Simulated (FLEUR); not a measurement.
# How the volume moves the moments of CrO2, part 2 of 2

How does the volume change the magnetic state of CrO2?

FLEUR MaX-R8.1; PBE with U = 3.5 eV on Cr d; all-electron FLAPW, Dirac cores, scalar-relativistic bands.

So far, largest spin moment in the muffin-tin sphere (μB): step 2 (factor 1, start ferro ++) 2.23; step 3 (factor 1, start antiferro +-) 1.93.

### Step 4. Factor 1.09, start ferro ++

The farthest finished point is shown in full.

Input file inp.xml:

```
<?xml version="1.0" encoding="UTF-8" standalone="no"?>
<fleurInput fleurInputVersion="0.39">
   <comment>
      CrO2
   </comment>
   <calculationSetup>
      <cutoffs Kmax="4.4" Gmax="13.2" GmaxXC="13.2" numbands="0"/>
      <scfLoop itmax="110" minDistance="0.0001" maxIterBroyd="15" imix="Anderson" alpha="0.05" precondParam="0.0" spinf="2.0" sdNocoIR="T"/>
      <coreElectrons ctail="T" frcor="F" kcrel="0" coretail_lmax="0"/>
      <xcFunctional name="pbe" relativisticCorrections="F"/>
      <magnetism jspins="2"/>
      <soc l_soc="F" theta="0.0" phi="0.0" spav="F"/>
      <expertModes spex="0" secvar="F"/>
      <geometryOptimization l_f="F" forcealpha="1.0" forcemix="BFGS" epsdisp="0.00001" epsforce="0.00001"/>
      <ldaU l_linMix="F" mixParam="0.05" spinf="1.0"/>
   </calculationSetup>
   <cell>
      <bzIntegration valenceElectrons="52.0" mode="hist" fermiSmearingEnergy="0.00183747">
         <kPointListSelection listName="default-1"/>
         <xi:include xmlns:xi="http://www.w3.org/2001/XInclude" href="kpts.xml"> </xi:include>
      </bzIntegration>
      <xi:include xmlns:xi="http://www.w3.org/2001/XInclude" href="sym.xml"> </xi:include>
      <bulkLattice scale="1.0">
         <bravaisMatrix>
            <row-1>    8.5979493275494718     0.0000000000000000     0.0000000000000000</row-1>
            <row-2>    0.0000000000000000     8.5979493275494718     0.0000000000000000</row-2>
            <row-3>    0.0000000000000000     0.0000000000000000     5.6729740304507184</row-3>
         </bravaisMatrix>
      </bulkLattice>
   </cell>
   <atomSpecies>
      <species name="Chromium (3.000" element="Cr" atomicNumber="24">
         <mtSphere radius="2.15" gridPoints="711" logIncrement="0.017"/>
         <atomicCutoffs lmax="8" lnonsphr="6"/>
         <electronConfig flipSpins="F">
            <coreConfig>(1s1/2) (2s1/2) (2p1/2) (2p3/2)</coreConfig>
            <valenceConfig>(3s1/2) (3p1/2) (3p3/2) (4s1/2) (3d3/2) (3d5/2)</valenceConfig>
            <stateOccupation state="(4s1/2)" spinUp="0.5" spinDown="0.5"/>
            <stateOccupation state="(3d3/2)" spinUp="1.0" spinDown="1.0"/>
            <stateOccupation state="(3d5/2)" spinUp="3.0" spinDown="0.0"/>
         </electronConfig>
         <energyParameters s="4" p="4" d="3" f="4"/>
         <ldaU l="2" U="3.5" J="0.0" l_amf="F"/>
         <lo type="SCLO" l="0" n="3" eDeriv="0"/>
         <lo type="SCLO" l="1" n="3" eDeriv="0"/>
      </species>
      <species name="Oxygen (O)" element="O" atomicNumber="8">
         <mtSphere radius="1.21" gridPoints="401" logIncrement="0.026"/>
         <atomicCutoffs lmax="6" lnonsphr="4"/>
         <electronConfig flipSpins="F">
            <coreConfig>(1s1/2)</coreConfig>
            <valenceConfig>(2s1/2) (2p1/2) (2p3/2)</valenceConfig>
            <stateOccupation state="(2p1/2)" spinUp="0.666667" spinDown="0.666667"/>
            <stateOccupation state="(2p3/2)" spinUp="1.333333" spinDown="1.333333"/>
         </electronConfig>
         <energyParameters s="2" p="2" d="3" f="4"/>
      </species>
   </atomSpecies>
   <atomGroups>
      <atomGroup species="Chromium (3.000">
         <relPos label="                   1">.0000000000 .0000000000 .0000000000</relPos>
         <relPos label="                   2">1.000/2.000 1.000/2.000 1.000/2.000</relPos>
         <force calculate="T" relaxXYZ="TTT"/>
      </atomGroup>
      <atomGroup species="Oxygen (O)">
         <relPos label="                   3">.3010000000 .3010000000 .0000000000</relPos>
         <relPos label="                   4">.1990000000 -.1990000000 1.000/2.000</relPos>
         <relPos label="                   5">-.3010000000 -.3010000000 .0000000000</relPos>
         <relPos label="                   6">-.1990000000 .1990000000 1.000/2.000</relPos>
         <force calculate="T" relaxXYZ="TTT"/>
      </atomGroup>
   </atomGroups>
   <output dos="F" band="F" slice="F">
      <bandDOS minEnergy="-.5*Htr" maxEnergy="0.5*Htr" sigma="0.015" storeEVData="T"/>
      <plotting iplot="0" polar="F">
         <plot TwoD="T" vec1="  1.0  0.0  0.0" vec2="  0.0  1.0  0.0" vec3="  0.0  0.0  1.0" zero="  0.0  0.0  0.0" file="plot"/>
      </plotting>
      <moessbauerParams electricFieldGradient="F" isomerShift="F" coreHyperfine="F" valenceHyperfine="F"/>
   </output>
</fleurInput>
```

Input file crystal.txt:

```
CrO2
&input film=F cartesian=F /
4.54983884470  0.00000000000  0.00000000000
0.00000000000  4.54983884470  0.00000000000
0.00000000000  0.00000000000  3.00200857500
1.8897261246
1.0 1.0 1.0

6
24 0.00000000000  0.00000000000  0.00000000000 : 3.000
24 0.50000000000  0.50000000000  0.50000000000 : 3.000
8 0.30100000000  0.30100000000  0.00000000000
8 0.19900000000  0.80100000000  0.50000000000
8 0.69900000000  0.69900000000  0.00000000000
8 0.80100000000  0.19900000000  0.50000000000

&kpt div1=8 div2=8 div3=8 gamma=T /
```

Command:

```
$ OMP_NUM_THREADS=1 inpgen -f crystal.txt > inpgen.log  # inp.xml is then edited as shown
$ OMP_NUM_THREADS=1 mpirun -n 4 fleur_MPI > fleur.log
```

What it wrote:

```text
[banner, memory and clock lines left out]
Welcome to FLEUR        (www.flapw.de)
      MaX-Release 8.1          (www.max-centre.eu)

 ========== k-point set info ==========
 Selected k-point list: default-1
 k-point list type: mesh
 0 x 0 x 0
 Number of k points: 76

 [... set-up left out ...]
 no density matrix found ... skipping LDA+U
 Reset of history
 Iteration:     1   Distance:      48.46277056 me/bohr^3
 Iteration:     2   Distance:      43.71288539 me/bohr^3
 Iteration:     3   Distance:      37.18089767 me/bohr^3
 Iteration:     4   Distance:      15.49538221 me/bohr^3
[...]
[... left out ...]
            <freeEnergy value="-2402.5526939076"/>
            <extrapolationTo0K value="-2402.5525545250"/>
         </totalEnergy>
         [... left out ...]
         <ldaUDensityMatrixConvergence>
            <distance spin="1" distance="0.000002"/>
            <distance spin="2" distance="0.000002"/>
         </ldaUDensityMatrixConvergence>
         <densityConvergence units="me/bohr^3">
            <chargeDensity spin="1" distance="0.0000202508"/>
            <chargeDensity spin="2" distance="0.0000347017"/>
            <overallChargeDensity distance="0.0000518783"/>
            <spinDensity distance="0.0000231786"/>
         </densityConvergence>
      </iteration>
```

Elapsed: 2.8 min, on 4 MPI ranks of Arm Neoverse V1, shared host; peak memory 0.29 GiB; 11 min of CPU time.

Spin moment in the muffin-tin sphere by atom:

| atom | spin moment in the muffin-tin sphere (μB) |
| --- | --- |
| Cr1 | 2.34 |
| Cr2 | 2.34 |
| O3 | -0.16 |
| O4 | -0.16 |
| O5 | -0.16 |
| O6 | -0.16 |

Numbers from this step:

| Property | Result |
| --- | --- |
| free energy | -65376.7893 eV |
| program's band gap on this mesh (in a metal only a level spacing) | 0.02292 eV |
| magnetization | 4 μB |
| final state | ferromagnetic, with opposed induced moments |

After 28 cycles the largest moment stands at 2.34 μB.

### Step 5. Factor 1.09, start antiferro +-

inp.xml: that of step 4 with these lines changed.

```diff
@@ -46,2 +46,17 @@
       </species>
+      <species name="Chromium (-3.000" element="Cr" atomicNumber="24">
+         <mtSphere radius="2.15" gridPoints="711" logIncrement="0.017"/>
+         <atomicCutoffs lmax="8" lnonsphr="6"/>
+         <electronConfig flipSpins="F">
+            <coreConfig>(1s1/2) (2s1/2) (2p1/2) (2p3/2)</coreConfig>
+            <valenceConfig>(3s1/2) (3p1/2) (3p3/2) (4s1/2) (3d3/2) (3d5/2)</valenceConfig>
+            <stateOccupation state="(4s1/2)" spinUp="0.5" spinDown="0.5"/>
+            <stateOccupation state="(3d3/2)" spinUp="1.0" spinDown="1.0"/>
+            <stateOccupation state="(3d5/2)" spinUp="0.0" spinDown="3.0"/>
+         </electronConfig>
+         <energyParameters s="4" p="4" d="3" f="4"/>
+         <ldaU l="2" U="3.5" J="0.0" l_amf="F"/>
+         <lo type="SCLO" l="0" n="3" eDeriv="0"/>
+         <lo type="SCLO" l="1" n="3" eDeriv="0"/>
+      </species>
       <species name="Oxygen (O)" element="O" atomicNumber="8">
@@ -61,2 +76,5 @@
          <relPos label="                   1">.0000000000 .0000000000 .0000000000</relPos>
+         <force calculate="T" relaxXYZ="TTT"/>
+      </atomGroup>
+      <atomGroup species="Chromium (-3.000">
          <relPos label="                   2">1.000/2.000 1.000/2.000 1.000/2.000</relPos>
@@ -66,4 +84,7 @@
          <relPos label="                   3">.3010000000 .3010000000 .0000000000</relPos>
+         <relPos label="                   5">-.3010000000 -.3010000000 .0000000000</relPos>
+         <force calculate="T" relaxXYZ="TTT"/>
+      </atomGroup>
+      <atomGroup species="Oxygen (O)">
          <relPos label="                   4">.1990000000 -.1990000000 1.000/2.000</relPos>
-         <relPos label="                   5">-.3010000000 -.3010000000 .0000000000</relPos>
          <relPos label="                   6">-.1990000000 .1990000000 1.000/2.000</relPos>
```

crystal.txt: that of step 4 with these lines changed.

```diff
@@ -10,3 +10,3 @@
 24 0.00000000000  0.00000000000  0.00000000000 : 3.000
-24 0.50000000000  0.50000000000  0.50000000000 : 3.000
+24 0.50000000000  0.50000000000  0.50000000000 : -3.000
 8 0.30100000000  0.30100000000  0.00000000000
```

What it wrote:

```text
[banner, memory and clock lines left out]
Welcome to FLEUR        (www.flapw.de)
      MaX-Release 8.1          (www.max-centre.eu)

 ========== k-point set info ==========
 Selected k-point list: default-1
 k-point list type: mesh
 0 x 0 x 0
 Number of k points: 108

 [... set-up left out ...]
 no density matrix found ... skipping LDA+U
 Reset of history
 Iteration:     1   Distance:      49.12822730 me/bohr^3
 Iteration:     2   Distance:      43.96597709 me/bohr^3
 Iteration:     3   Distance:      37.61125517 me/bohr^3
[...]
[... left out ...]
            <freeEnergy value="-2402.5322829964"/>
            <extrapolationTo0K value="-2402.5318561456"/>
         </totalEnergy>
         [... left out ...]
         <ldaUDensityMatrixConvergence>
            <distance spin="1" distance="0.136098"/>
            <distance spin="2" distance="0.133053"/>
         </ldaUDensityMatrixConvergence>
         <densityConvergence units="me/bohr^3">
            <chargeDensity spin="1" distance="1.1623811215"/>
            <chargeDensity spin="2" distance="1.1104753195"/>
            <overallChargeDensity distance="1.4680186194"/>
            <spinDensity distance="1.7359412279"/>
         </densityConvergence>
      </iteration>
```

It took 16 min on 4 MPI ranks; peak memory 0.35 GiB.

The run stopped without converging, so none of its numbers is a property of the system.

After 110 cycles the density distance stands at 1.7 me/bohr³, above the threshold of 0.0001.

### Step 6. Trends

In all 14 runs were made at the factors 0.91, 0.94, 0.97, 1, 1.03, 1.06 and 1.09, of which 13 converged. The tables hold the factors at which the parallel start converged, and CPU times count converged runs alone. Differences are of free energies.

Final states:

| volume factor | ferro ++ | antiferro +- | CPU time (s) |
| --- | --- | --- | --- |
| 0.91 | ferromagnetic, with opposed induced moments | antiferromagnetic | 1547 |
| 0.94 | ferromagnetic, with opposed induced moments | antiferromagnetic | 1475 |
| 0.97 | ferromagnetic, with opposed induced moments | antiferromagnetic | 1597 |
| 1 | ferromagnetic, with opposed induced moments | antiferromagnetic | 1735 |
| 1.03 | ferromagnetic, with opposed induced moments | antiferromagnetic | 1844 |
| 1.06 | ferromagnetic, with opposed induced moments | antiferromagnetic | 1948 |
| 1.09 | ferromagnetic, with opposed induced moments | - | 682.6 |

Energy over the lowest point, ferro ++ against volume factor:

| volume factor | energy over the lowest point, ferro ++ (meV a primitive cell) |
| --- | --- |
| 0.9100 | 803 |
| 0.9400 | 440 |
| 0.9700 | 175 |
| 1.0000 | 56.2 |
| 1.0300 | 0 |
| 1.0600 | 28.6 |
| 1.0900 | 117 |

Table of largest sphere moment by volume factor:

| volume factor | ferro ++ (μB) | antiferro +- (μB) |
| --- | --- | --- |
| 0.9100 | 2.13 | 1.84 |
| 0.9400 | 2.16 | 1.87 |
| 0.9700 | 2.19 | 1.90 |
| 1.0000 | 2.23 | 1.93 |
| 1.0300 | 2.26 | 1.96 |
| 1.0600 | 2.30 | 1.99 |
| 1.0900 | 2.34 | - |

The net moment, ferro ++ stays at 4 μB a primitive cell for volume factor from 0.91 to 1.09.

Energy less that of the parallel start, antiferro +- against volume factor:

| volume factor | energy less that of the parallel start, antiferro +- (meV a seeded atom) |
| --- | --- |
| 0.9100 | 165 |
| 0.9400 | 164 |
| 0.9700 | 165 |
| 1.0000 | 167 |
| 1.0300 | 170 |
| 1.0600 | 175 |
| 1.0900 | - |

### Step 7. Results

```
largest moment, parallel start             : 2.13 μB at 0.91, 2.34 μB at 1.09
net moment, parallel start                 : 4 to 4 μB a primitive cell
start antiferro +- less the parallel start : +165.3 meV at 0.91, +174.5 meV at 1.06, a seeded atom
```

In words: The largest moment of the parallel start goes from 2.13 μB at 0.91 to 2.34 μB at 1.09. Its energy is least at 1.03 of the points run. The start antiferro +- lies over the parallel start at every point where both finished. The opposed order is one of several, taken for its small cell; another can lie lower, so the scan does not name the ground state. Atoms were not relaxed at any point.

[Logs and program files are shortened in this print: banners, set-up blocks, solver, clock and traceback lines can be left out without a mark of their own.]

[Logs are printed without paths, hosts, clocks, repeated set-up lines and the standing remarks that a program may print on its own settings, such as how far it seeks lower states.]

[Hosts, paths, dates, database ids (printed as entryN), source tags and the programs' standing remarks are cut or masked in the printed files.]

[Where a cell is said to come from a database of computed structures, the database is the Materials Project.]
